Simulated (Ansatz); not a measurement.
# CaO (Lime, Fm-3m): zone-centre modes under pressure, part 3 of 3

Aim: how do the optical modes of CaO (Lime, Fm-3m) move with volume?

Ansatz 0.2.0; DFT PBE, scalar-relativistic, plane waves, PAW; PAW set soft_1.

So far, mean static dielectric tensor (ions relaxed, fixed cell): step 4 (zone-centre response at rest) 16.8; step 6 (volume ratio 1.06) 21.2.

## 8. Modes of this member: 0.9 times the volume at rest

The zone-centre modes follow for 0.9 times the volume at rest, with the response to a field.

input.yaml

```yaml
crystal:
  lattice:
    - [0.0, 2.3320454955, 2.3320454955]
    - [2.3320454955, 0.0, 2.3320454955]
    - [2.3320454955, 2.3320454955, 0.0]
  atoms:
    - { symbol: O, position: [0.5, 0.5, 0.5] }
    - { symbol: Ca, position: [0.0, 0.0, 0.0] }
kpoints:
  mp_grid: { grid: [8, 8, 8] }
hamiltonian:
  xc: pbe
  pseudopotentials: { kind: paw, azcp: { folder: soft_1 } }
scf:
  occupations: { method: fixed }
output:
  eigenvalues: true
phonons:
  method: dfpt
  dielectric: true
  rigid_motions: translations
```

On the command line:

```console
$ ansatz run input.yaml --threads 4 --pin off --max-ram 10240MiB --backend cpu --events-out ev --progress --plain --runs-dir out
```

Numbers of over 12 decimals in the logs are rounded to 6 here.

The program printed:

```text
[...]
Crystal: 2 atoms, lattice volume = 25.365 Å³
Basis set: ecut = 420 eV, 531 PW (Γ), exchange–correlation on 48×48×48 points (8 copies of the dense FFT grid, shifted against one another)
Bands: 12, of which v1, the nominal top of the filled ones, is band 8 counted from 1 (7 counted from 0)
Symmetry: 48 space group operations
k-points: 59 of 512 (irreducible under 8 space group operations, time reversal used)
[...]
optical modes at Γ + LO–TO along q̂ = [1.0000, 0.0000, 0.0000]:
      ω (cm⁻¹)  modes    IR ((D/Å)²/amu)
[...]
optical modes at Γ + LO–TO along q̂ = [0.0000, 1.0000, 0.0000]:
      ω (cm⁻¹)  modes    IR ((D/Å)²/amu)
        329.87      2            23.0538
        601.03      1            11.5269
  optical modes at Γ + LO–TO along q̂ = [0.0000, 0.0000, 1.0000]:
      ω (cm⁻¹)  modes    IR ((D/Å)²/amu)
        329.87      2            23.0538
        601.03      1            11.5269
[key lines of the parts left out:]
SCF converged after 9 iterations
Free energy (F): -2387.616876 eV
Fermi energy:    8.748393 eV
```

Wall time 2.6 s (4 threads of Arm Neoverse V1, shared host); peak memory 0.35 GiB; 9.3 s of CPU time.

This step gave:

```
sum-rule residual before enforcement                    : 6.14e-5 eV/Å²
miss of the charge sum rule                             : 3.88e-6 e
highest optical mode at the zone centre (no LO-TO term) : 329.9 cm⁻¹
lowest optical zone-centre mode                         : 329.9 cm⁻¹
mean high-frequency dielectric constant                 : 3.840
largest Born charge (third of the trace)                : -2.390 e
mean static dielectric constant                         : 12.75
top of the zone-centre spectrum with the field          : 601.0 cm⁻¹
```

Without the LO-TO term. Patterns of degenerate modes are one choice out of their space. The modes at Γ (shares of kinetic energy by element, %):

```
mode  frequency (cm⁻¹)  symmetry  O %  Ca %
   1               0.0  acoustic   29    71
   2               0.0  acoustic   29    71
   3               0.0  acoustic   29    71
   4             329.9       T1u   71    29
   5             329.9       T1u   71    29
   6             329.9       T1u   71    29
```

Transverse modes. Infrared lines, with heights relative to the strongest:

```csv
position (cm⁻¹),label,relative intensity
330,T1u,100
```

The optical mode without the LO-TO term lies at 329.9 cm⁻¹.

For the mean static dielectric tensor (ions relaxed, fixed cell), step 4 gave 16.8; this run, with volume ratio 0.9, gives 12.7 (-24 %).

## 9. The series together

The members are set side by side, also those not shown above.

Each row is one cell with its response, relaxed at fixed volume as far as symmetry leaves anything free; energies are extrapolated to zero smearing, and E0 is that at rest; shape and atoms are relaxed in each cell where symmetry leaves them free. State of the crystal along the series:

```
volume ratio  V (Å³/atom)  pressure (GPa)  E - E0 (meV/atom)  gap on mesh (eV)     ε∞     ε0  largest Born charge in size, a third of the trace (e)  top mode with the field, highest of q along x, y and z (cm⁻¹)
         0.9        12.68           13.95              55.84             3.611   3.84  12.75                                                   2.39                                                            601
        0.92        12.96           10.53              34.34             3.626  3.825  13.35                                                  2.381                                                          587.1
        0.94        13.25           7.452              18.59             3.637  3.812  14.03                                                  2.372                                                          573.8
        0.96        13.53           4.694              7.976             3.646  3.801  14.82                                                  2.365                                                            561
        0.98        13.81           2.219              1.911             3.653  3.794  15.72                                                  2.358                                                          548.6
        0.99        13.95           1.078              0.429             3.656   3.79  16.22                                                  2.355                                                          542.6
           1        14.09       -0.005299                  0             3.658  3.787  16.77                                                  2.352                                                          536.8
        1.02        14.37          -2.004              1.802              3.66  3.782  17.99                                                  2.346                                                          525.3
        1.04        14.66          -3.799              6.898              3.66  3.778  19.43                                                  2.342                                                          514.3
        1.06        14.94          -5.414              15.04             3.659  3.776  21.16                                                  2.337                                                          503.7
```

Without the LO-TO term; each mode is tracked from rest by its pattern, and modes that stay within 0.3 cm⁻¹ of each other stand once; shape and atoms are relaxed in each cell where symmetry leaves them free. Optical modes along the series:

| V (Å³/atom) | mode 4 T1u (cm⁻¹) |
| --- | --- |
| 12.68 | 329.9 |
| 12.96 | 314.3 |
| 13.25 | 299.1 |
| 13.53 | 284.2 |
| 13.81 | 269.5 |
| 13.95 | 262.3 |
| 14.09 | 255.1 |
| 14.37 | 240.9 |
| 14.66 | 226.8 |
| 14.94 | 212.8 |

From cubic fits (parabolas where under five rows exist) of ln ω and P against ln V through the rows within about 4 % of rest: γ = −d ln ω / d ln V and dω/dP = γ ω / B. Slopes at rest:

```csv
mode,fitted frequency at rest (cm⁻¹),Grüneisen parameter γ,dω/dP (cm⁻¹/GPa)
mode 4 T1u,255.1,2.81,6.8
longitudinal mode,536.7,1.08,5.52
```

## 10. Results

- members: 10
- highest optical mode at the zone centre (no LO-TO term), at rest: 255.1 cm⁻¹
- bulk modulus at rest: 105 GPa
- mode 4 T1u, γ: 2.81
- longitudinal mode, γ: 1.08

What this shows: The series spans -5.4 to 14.0 GPa, and the slope at rest gives a bulk modulus of 105 GPa. The transverse optical mode has γ = 2.81 and moves by 6.8 cm⁻¹ for each GPa, the longitudinal one has γ = 1.08 and moves by 5.5. ε∞ is 3.79 at rest, with d ln ε∞ / d ln V = -0.08. One k mesh and one cutoff serve the ground states and modes of all volumes; the field response picks its own mesh. These are harmonic frequencies at zero temperature: anharmonic shifts, linewidths and thermal expansion are left out. Only the zone centre was solved, so an instability at another wavevector cannot show here.

[Logs are printed without paths, hosts, clocks, repeated set-up lines and the standing remarks that a program may print on its own settings, such as how far it seeks lower states.]

[Hosts, paths, dates, database ids (printed as entryN), source tags and the programs' standing remarks are cut or masked in the printed files.]
